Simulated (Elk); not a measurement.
# Optical response of BP

Wanted: where BP starts to absorb, how strongly, and its refractive index.

Method: DFT, PBE, all-electron APW+lo, Dirac cores, scalar-relativistic bands, independent-particle optical response without local fields, in Elk 11.2.3 (patched build).

## (1) The system as given

The structure is cubic, space group F-43m (No. 216). The conventional cell has a = 4.538 Å, b = 4.538 Å, c = 4.538 Å, α = 90.00°, β = 90.00°, γ = 90.00°. Nearest to P lie 4 B at 1.97 Å. Nearest to B lie 4 P at 1.97 Å. Farther neighbours, and contacts between anions beyond the nearest, are not listed.

## (2) Ground state

First the ground state: is it a metal or has it a gap?

This step: DFT, PBE, all-electron APW+lo, Dirac cores, scalar-relativistic bands, ground state (Elk 11.2.3 (patched build)).

File elk.in:

```
tasks
  0
  120

xctype
  20

nempty
  12

lorbcnd
  .true.

rgkmax
  7.0

swidth
  0.0018375

maxscl
  100

epsengy
  1e-05

sppath
  './'

avec
  0.000000000000 4.287788576776 4.287788576776
  4.287788576776 0.000000000000 4.287788576776
  4.287788576776 4.287788576776 0.000000000000

atoms
  2
  'P.in'
  1
  0.750000000000 0.750000000000 0.750000000000   0.000 0.000 0.000
  'B.in'
  1
  0.000000000000 0.000000000000 0.000000000000   0.000 0.000 0.000

ngridk
  13 13 13
```

Run with:

```sh
OMP_NUM_THREADS=4 elk
```

What it wrote:

```text
┌─────────────────────────┐
│ Elk code version 11.2.3 │
└─────────────────────────┘

All units are atomic (Hartree, Bohr, etc.)

┌─────────────────────────────────────────────────┐
│ Ground-state run starting from atomic densities │
└─────────────────────────────────────────────────┘

Lattice vectors :
   0.000000000       4.287788577       4.287788577
   4.287788577       0.000000000       4.287788577
   4.287788577       4.287788577       0.000000000

Reciprocal lattice vectors :
 -0.7326836660      0.7326836660      0.7326836660
  0.7326836660     -0.7326836660      0.7326836660
  0.7326836660      0.7326836660     -0.7326836660

Unit cell volume      :    157.6631083
Brillouin zone volume :    1.573292675

Muffin-tin inner radius fraction :   0.1000000000E-01

Nuclei treated as point charges

Species : 1 (P)
 parameters loaded from : P.in
 name : phosphorus
 nuclear charge    :   -15.00000000
 electronic charge :    15.00000000
 atomic mass :    56461.71230
 muffin-tin radius :    2.014833608
 number of radial points in muffin-tin :    793
 inner part over the whole radius :   0.9870242421E-02
 number on inner part of muffin-tin    :    552
 approximate nuclear radius :   0.6081821256E-04
 number of mesh points to nuclear radius :    250
 atomic positions (lattice), magnetic fields (Cartesian) :
  1 :   0.00000000  0.00000000  0.00000000    0.00000000  0.00000000  0.00000000

Species : 2 (B)
 parameters loaded from : B.in
 name : boron
 nuclear charge    :   -5.000000000
 electronic charge :    5.000000000
 atomic mass :    19707.24742
 muffin-tin radius :    1.648500225
 number of radial points in muffin-tin :    593
 inner part over the whole radius :   0.9992696753E-02
 number on inner part of muffin-tin    :    404
 approximate nuclear radius :   0.4534157419E-04
 number of mesh points to nuclear radius :    162
 atomic positions (lattice), magnetic fields (Cartesian) :
  1 :   0.25000000  0.25000000  0.25000000    0.00000000  0.00000000  0.00000000

Total number of atoms per unit cell :    2
Total muffin-tin volume :    53.02678951
 ratio of muffin-tin to unit cell volume :   0.3363297227

Spin treatment :
 spin-unpolarised

Number of Bravais lattice symmetries :   48
Number of crystal symmetries         :   24
Crystal has no inversion symmetry
Complex Hermitian eigensolver will be used

k-point grid :     13    13    13
k-point offset :    0.000000000       0.000000000       0.000000000
k-point set is reduced with full crystal symmetry group
Total number of k-points :      140

Muffin-tin radius times maximum |G+k| :    7.000000000
 using average radius
Maximum |G+k| for APW functions       :    3.821655529
Maximum (1/2)|G+k|²                   :    7.302525492
Maximum |G| for potential and density :    12.00000000
Constant for pseudocharge density :    6
 order of it for each species :   13  13
 order of it for pair densities of each species (exact exchange by exxq0 0: 13) :   12   7
Radial integration step length :    1

G-vector grid sizes :     24    24    24
Number of G-vectors :     4645

Maximum angular momentum used for
 APW functions            :    8
 outer part of muffin-tin :    6
 inner part of muffin-tin :    2

Total nuclear charge    :   -20.00000000
Total core charge       :    12.00000000
Total valence charge    :    8.000000000
Total excess charge     :    0.000000000
Total electronic charge :    20.00000000

Effective Wigner radius, rₛ :    1.234630950

Number of empty states         :     24
Total number of valence states :     29
Total number of core states    :     12

Conduction state local-orbitals added automatically
Third-order local-orbitals added for an l without core states : F
Total number of local-orbitals :    107

Exchange-correlation functional :     20     0     0
 Perdew-Burke-Ernzerhof, Phys. Rev. Lett. 77, 3865 (1996)
 gradient requirement :    1
 generalised gradient approximation (GGA)

Smearing type :    3
 Fermi-Dirac
Smearing width :   0.1837500000E-02
Effective electronic temperature (K) :    580.2366081

Mixing type :    3
 Broyden mixing, J. Phys. A: Math. Gen. 17, L317 (1984)

Kohn-Sham potential initialised from atomic data

┌──────────────────────────────┐
│ Self-consistent loop started │
└──────────────────────────────┘

┌─────────────────┐
│ Loop number : 1 │
└─────────────────┘

Energies :
 Fermi                       :     0.205981
 sum of occupied eigenvalues :     -202.11585679910
 electron kinetic            :      367.69478773975
 core electron kinetic       :      356.29953237798
 Coulomb                     :     -707.65201017912
 Coulomb potential           :     -532.96259385672
 nuclear-nuclear             :     -73.843776
 electron-nuclear            :     -736.13617246298
 Hartree                     :      102.32793864117
 Madelung                    :     -441.17071325075
 xc potential                :     -36.848051
 exchange                    :     -26.577208
 correlation                 :    -0.772715
 electron entropic           :    -0.372862E-11
 total energy                :     -367.30714493356

Density of states at Fermi energy :   0.5622833404E-07
 (states/Hartree/unit cell)

Estimated indirect band gap :   0.7294727417E-01
 from k-point 1 to k-point 56
Estimated direct band gap   :   0.1519169331
 at k-point 1

Charges :
 core                        :    12.00000000
 valence                     :    8.000000000
 interstitial                :    3.243111643
 muffin-tins (core leakage)
  species : 1 (P)
   atom 1                    :    12.79659171     (  0.9537437179E-03)
  species : 2 (B)
   atom 1                    :    3.960296651     (  0.1932700775E-03)
 total in muffin-tins        :    16.75688836
 total calculated charge     :    19.99922318
 total charge                :    20.00000000
 error                       :   0.7768162495E-03

┌─────────────────┐
│ Loop number : 2 │
└─────────────────┘

Energies :
 Fermi                       :     0.207341
 sum of occupied eigenvalues :     -202.09918681003
 electron kinetic            :      367.43262798199
 core electron kinetic       :      356.10636476904
 Coulomb                     :     -707.65886602341
 Coulomb potential           :     -532.95933023463
 nuclear-nuclear             :     -73.843776
 electron-nuclear            :     -736.15285721020
 Hartree                     :      102.33776754410
 Madelung                    :     -441.17920090609
 xc potential                :     -36.572485
 exchange                    :     -26.576988
 correlation                 :    -0.772786
 electron entropic           :    -0.376177E-11
 total energy                :     -367.57601176022

Density of states at Fermi energy :   0.5672523928E-07
 (states/Hartree/unit cell)

Estimated indirect band gap :   0.7249296739E-01
 from k-point 1 to k-point 56
Estimated direct band gap   :   0.1513947149
 at k-point 1

Charges :
 core                        :    12.00000000
 valence                     :    8.000000000
 interstitial                :    3.244115803
 muffin-tins (core leakage)
  species : 1 (P)
   atom 1                    :    12.80072179     (  0.9531999986E-03)
  species : 2 (B)
   atom 1                    :    3.955162411     (  0.1934225911E-03)
 total in muffin-tins        :    16.75588420
 total calculated charge     :    19.99922153
 total charge                :    20.00000000
 error                       :   0.7784670007E-03

RMS change in Kohn-Sham potential (target) :    4.405729515     (  0.1000000000E-05)
Absolute change in total energy (target)   :   0.2688668267     (  0.1000000000E-04)

[... 12 loops left out ...]

┌──────────────────┐
│ Loop number : 15 │
└──────────────────┘

Energies :
 Fermi                       :     0.324089
 sum of occupied eigenvalues :     -199.92175735441
 electron kinetic            :      368.08192314783
 core electron kinetic       :      356.14907731825
 Coulomb                     :     -707.73423403001
 Coulomb potential           :     -532.72395197530
 nuclear-nuclear             :     -73.843776
 electron-nuclear            :     -736.52397908192
 Hartree                     :      102.63352140921
 Madelung                    :     -441.37225804236
 xc potential                :     -35.279729
 exchange                    :     -26.550061
 correlation                 :    -0.777156
 electron entropic           :    -0.883056E-09
 total energy                :     -366.97952708962

Density of states at Fermi energy :   0.1828150730E-04
 (states/Hartree/unit cell)

Estimated indirect band gap :   0.4673823327E-01
 from k-point 1 to k-point 56
Estimated direct band gap   :   0.1254868919
 at k-point 1

Charges :
 core                        :    12.00000000
 valence                     :    8.000000000
 interstitial                :    3.322187441
 muffin-tins (core leakage)
  species : 1 (P)
   atom 1                    :    12.97394535     (  0.9382265895E-03)
  species : 2 (B)
   atom 1                    :    3.703867207     (  0.1978623068E-03)
 total in muffin-tins        :    16.67781256
 total calculated charge     :    19.99911728
 total charge                :    20.00000000
 error                       :   0.8827215326E-03

RMS change in Kohn-Sham potential (target) :   0.3731369024E-06 (  0.1000000000E-05)
Absolute change in total energy (target)   :   0.3960583456E-05 (  0.1000000000E-04)

Convergence targets achieved

┌──────────────────┐
│ Loop number : 16 │
└──────────────────┘

Energies :
 Fermi                       :     0.324089
 sum of occupied eigenvalues :     -199.92175767089
 electron kinetic            :      368.08192276424
 core electron kinetic       :      356.14907681399
 Coulomb                     :     -707.73423401503
 Coulomb potential           :     -532.72395185818
 nuclear-nuclear             :     -73.843776
 electron-nuclear            :     -736.52397916508
 Hartree                     :      102.63352150736
 Madelung                    :     -441.37225808594
 xc potential                :     -35.279729
 exchange                    :     -26.550061
 correlation                 :    -0.777156
 electron entropic           :    -0.883053E-09
 total energy                :     -366.97952746501

Density of states at Fermi energy :   0.1828145836E-04
 (states/Hartree/unit cell)

Estimated indirect band gap :   0.4673824177E-01
 from k-point 1 to k-point 56
Estimated direct band gap   :   0.1254868966
 at k-point 1

Charges :
 core                        :    12.00000000
 valence                     :    8.000000000
 interstitial                :    3.322187422
 muffin-tins (core leakage)
  species : 1 (P)
   atom 1                    :    12.97394537     (  0.9382265785E-03)
  species : 2 (B)
   atom 1                    :    3.703867203     (  0.1978622922E-03)
 total in muffin-tins        :    16.67781258
 total calculated charge     :    19.99911728
 total charge                :    20.00000000
 error                       :   0.8827214649E-03

┌──────────────────────────────┐
│ Self-consistent loop stopped │
└──────────────────────────────┘

Warning : core states of species 1 leak from the muffin-tin :   0.9382265785E-03

Warning : core states of species 2 leak from the muffin-tin :   0.1978622922E-03

Wrote STATE.OUT
```

The job ended after 17 s (4 threads of Arm Neoverse V2, shared host; peak memory 0.1 GiB; 63 s of CPU time).

Read from the output:

```
total energy           : -367.0 Ha
Fermi energy           : 8.819 eV
DOS at the Fermi level : 6.72e-7 states/eV/cell
gap on the k-mesh      : 1.272 eV
direct gap on the mesh : 3.415 eV
```

There is a gap, 1.27 eV on this mesh (points off the mesh can give less), so no carriers' term is needed.

## (3) Independent particles

The spectrum is a sum over vertical transitions between filled and empty bands at the fixed density, so many empty bands are needed.

This step: DFT, PBE, all-electron APW+lo, Dirac cores, scalar-relativistic bands, independent-particle optical response without local fields (Elk 11.2.3 (patched build)).

elk.in, as its differences from that of step 2:

```diff
@@ -1,4 +1,6 @@
 tasks
-  0
-  120
+  121
+
+optcomp
+  1 1
 
@@ -17,9 +19,7 @@
 swidth
-  0.0018375
+  0.0055124
 
-maxscl
-  100
-
-epsengy
-  1e-05
+wplot
+  400 100 0
+  0.0 0.51449
```

Run with:

```sh
OMP_NUM_THREADS=4 elk
```

What it wrote:

```text
┌─────────────────────────────────┐
│ Elk code version 11.2.3 started │
└─────────────────────────────────┘

Info(readinput): the functional depends on the density's gradient
 muffin-tin radial points multiplied by    2.00000
 (not where nrmtscf is given)

┌────────────────────┐
│ Current task : 121 │
└────────────────────┘
Info(checkmt): changed muffin-tin radius of species 1 (P) from   2.2000 to   2.0148
Info(checkmt): changed muffin-tin radius of species 2 (B) from   1.8000 to   1.6485

Info(findsymcrys): atomic basis shift (lattice) :
  0.2500000000      0.2500000000      0.2500000000
See GEOMETRY.OUT for new atomic positions

Info(dielectric):
 dielectric tensor written to EPSILON_ij.OUT
 optical conductivity written to SIGMA_ij.OUT
 for components
  i = 1, j = 1

┌──────────────────┐
│ Elk code stopped │
└──────────────────┘
```

Wall time 1.4 s (4 threads); peak memory 0.04 GiB.

Read from the output:

| Item | Value |
| --- | --- |
| electronic dielectric constant ε∞, mean of the axes | 9.265 |
| main peak of Im epsilon, first axis | 5.786 eV |

The Im ε, E ∥ x has structure finer than the step of the table below, so its rows give means over 0.5 eV. Peaks (eV: height): 5.77: 32.0, 6.65: 25.4.

Values under the direct gap are tails of Lorentzian lines. Im ε, E ∥ x against photon energy; means over each step:

photon energy (eV), Im ε, E ∥ x and a bar:
```
      0.5        0.0 
      1.0        0.1 
      1.5        0.1 
      2.0        0.2 
      2.5        0.3 
      3.0        0.6 #
      3.5        2.2 ###
      4.0        5.1 ######
      4.5        7.6 #########
      5.0       11.2 ##############
      5.5       23.3 #############################
      6.0       24.4 ##############################
      6.5       22.2 ###########################
      7.0       15.0 ##################
      7.5        8.6 ###########
      8.0        5.6 #######
      8.5        5.4 #######
      9.0        6.2 ########
      9.5        4.6 ######
     10.0        3.1 ####
     10.5        1.9 ##
     11.0        2.0 ##
     11.5        2.1 ###
     12.0        2.0 ##
     12.5        1.6 ##
     13.0        1.1 #
     13.5        1.2 #
```

Re ε, E ∥ x against photon energy:

photon energy (eV), Re ε, E ∥ x and a bar from the least value:
```
      0.0        9.3 ###################
      0.5        9.3 ###################
      1.0        9.5 ###################
      1.5        9.9 ####################
      2.0       10.4 ####################
      2.5       11.2 #####################
      3.0       12.6 #######################
      3.5       14.9 #########################
      4.0       14.9 #########################
      4.5       18.1 ############################
      5.0       18.0 ############################
      5.5       19.8 ##############################
      6.0       -3.5 ######
      6.5        1.5 ###########
      7.0       -9.5 
      7.5       -9.5 
      8.0       -5.4 ####
      8.5       -3.0 #######
      9.0       -4.4 #####
      9.5       -4.8 #####
     10.0       -4.7 #####
     10.5       -3.5 ######
     11.0       -2.2 #######
     11.5       -2.3 #######
     12.0       -2.2 #######
     12.5       -2.4 #######
     13.0       -1.8 ########
     13.5       -1.5 ########
```

Refractive index n and extinction k against photon energy:

| photon energy (eV) | n | k |
| --- | --- | --- |
| 0.0 | 3.04 | 0 |
| 0.5 | 3.05 | 0.00601 |
| 1.0 | 3.08 | 0.0126 |
| 1.5 | 3.14 | 0.0205 |
| 2.0 | 3.22 | 0.0311 |
| 2.5 | 3.35 | 0.0478 |
| 3.0 | 3.56 | 0.0840 |
| 3.5 | 3.87 | 0.249 |
| 4.0 | 3.91 | 0.638 |
| 4.5 | 4.34 | 0.854 |
| 5.0 | 4.41 | 1.18 |
| 5.5 | 5.00 | 2.30 |
| 6.0 | 3.20 | 3.70 |
| 6.5 | 3.52 | 3.30 |
| 7.0 | 1.96 | 3.65 |
| 7.5 | 1.27 | 3.33 |
| 8.0 | 1.11 | 2.58 |
| 8.5 | 1.25 | 2.15 |
| 9.0 | 1.33 | 2.49 |
| 9.5 | 0.970 | 2.40 |
| 10.0 | 0.684 | 2.26 |
| 10.5 | 0.490 | 1.95 |
| 11.0 | 0.625 | 1.62 |
| 11.5 | 0.645 | 1.64 |
| 12.0 | 0.628 | 1.61 |
| 12.5 | 0.485 | 1.64 |
| 13.0 | 0.397 | 1.39 |
| 13.5 | 0.479 | 1.32 |

The reflectivity at normal incidence, E ∥ x has structure finer than the step of the table below, so its rows give means over 0.5 eV. Peaks (eV: height): 5.95: 60.0, 7.56: 69.2, 10.36: 67.5, 12.71: 63.9.

Reflectivity at normal incidence, E ∥ x against photon energy; means over each step:

photon energy (eV), reflectivity at normal incidence, E ∥ x (%) and a bar from the least value:
```
      0.5       25.7 
      1.0       26.1 
      1.5       26.7 #
      2.0       27.7 #
      2.5       29.2 ###
      3.0       31.6 ####
      3.5       35.1 #######
      4.0       36.8 ########
      4.5       40.1 ##########
      5.0       43.0 ############
      5.5       51.7 ###################
      6.0       56.7 ######################
      6.5       56.1 ######################
      7.0       64.9 ############################
      7.5       67.3 ##############################
      8.0       60.5 #########################
      8.5       50.6 ##################
      9.0       54.3 #####################
      9.5       59.6 #########################
     10.0       65.4 #############################
     10.5       66.9 ##############################
     11.0       54.4 #####################
     11.5       52.4 ###################
     12.0       51.8 ###################
     12.5       59.6 ########################
     13.0       59.6 ########################
     13.5       53.7 ####################
```

Values under the direct gap are tails of Lorentzian lines. The loss function −Im 1/ε at q → 0, E ∥ x by energy loss; read off at these points:

| energy loss (eV) | loss function −Im 1/ε at q → 0, E ∥ x |
| --- | --- |
| 0.00 | 0 |
| 0.50 | 4.2e-4 |
| 1.00 | 8.6e-4 |
| 1.50 | 0.00133 |
| 2.00 | 0.00186 |
| 2.50 | 0.00254 |
| 3.00 | 0.00373 |
| 3.50 | 0.00852 |
| 4.00 | 0.0202 |
| 4.50 | 0.0194 |
| 5.00 | 0.0240 |
| 5.50 | 0.0250 |
| 6.00 | 0.0414 |
| 6.50 | 0.0429 |
| 7.00 | 0.0485 |
| 7.50 | 0.0526 |
| 8.00 | 0.0923 |
| 8.50 | 0.141 |
| 9.00 | 0.104 |
| 9.50 | 0.104 |
| 10.00 | 0.0991 |
| 10.50 | 0.118 |
| 11.00 | 0.221 |
| 11.50 | 0.219 |
| 11.83 | 0.234 |
| 12.00 | 0.226 |
| 12.50 | 0.187 |
| 13.00 | 0.253 |
| 13.44 | 0.334 |
| 13.50 | 0.326 |

Optical constants at common wavelengths, from n + ik = √ε:

| wavelength (nm) | n | k | R (%) | 1/α |
| --- | --- | --- | --- | --- |
| 1064 | 3.10 | 0.015 | 26.2 | 5.6 µm |
| 800 | 3.15 | 0.021 | 26.8 | 3.0 µm |
| 532 | 3.30 | 0.041 | 28.6 | 1.0 µm |
| 405 | 3.59 | 0.093 | 31.9 | 348 nm |
| 365 | 3.81 | 0.212 | 34.2 | 137 nm |
| 308 | 3.92 | 0.634 | 36.3 | 39 nm |
| 248 | 4.40 | 1.175 | 42.4 | 17 nm |

Below the direct gap, k and the depth come from the tails of the Lorentzian lines, not from transitions.

Rows near the edge hang on the gap, which this functional as a rule makes too small, and phonon-assisted absorption over an indirect gap is left out.

## (4) What came out

```json
{"electronic dielectric constant ε∞, mean of the axes (independent particles)": "9.27", "main peak of Im epsilon, first axis": "5.79 eV"}
```

At this level (PBE, independent particles) BP has ε∞ = 9.27 and n = 3.07 at 1550 nm, and Im ε peaks at 5.8 eV. On the mesh the gap is 1.27 eV and the least direct gap 3.41 eV, so on this mesh the band edges lie at different points. Im ε has its chief maxima at 5.79 eV (32), 6.63 eV (25) and 8.95 eV (6.7). Excitons and phonon-assisted transitions are missing, and so are local fields; PBE gaps are as a rule too small, which pulls the onset down and ε∞ up.

[Long decimals in the printed logs are rounded to 6 places.]

[Machine, clock and banner lines and Python warnings are left out of the logs.]

[Logs are printed without paths, hosts, clocks, repeated set-up lines and the standing remarks that a program may print on its own settings, such as how far it seeks lower states.]

[Hosts, paths, dates, database ids (printed as entryN), source tags and the programs' standing remarks are cut or masked in the printed files.]

[Where Elk ran, warnings of its patched build on accuracy (core leakage, angular cutoffs, spin-orbit splittings, empty states, lower magnetic states) are left out.]

[Where the starting crystal was built by hand or by swapping elements, it need not be the compound's stable phase.]

[The count of steps not shown may lack steps that the program refused or didn't finish.]
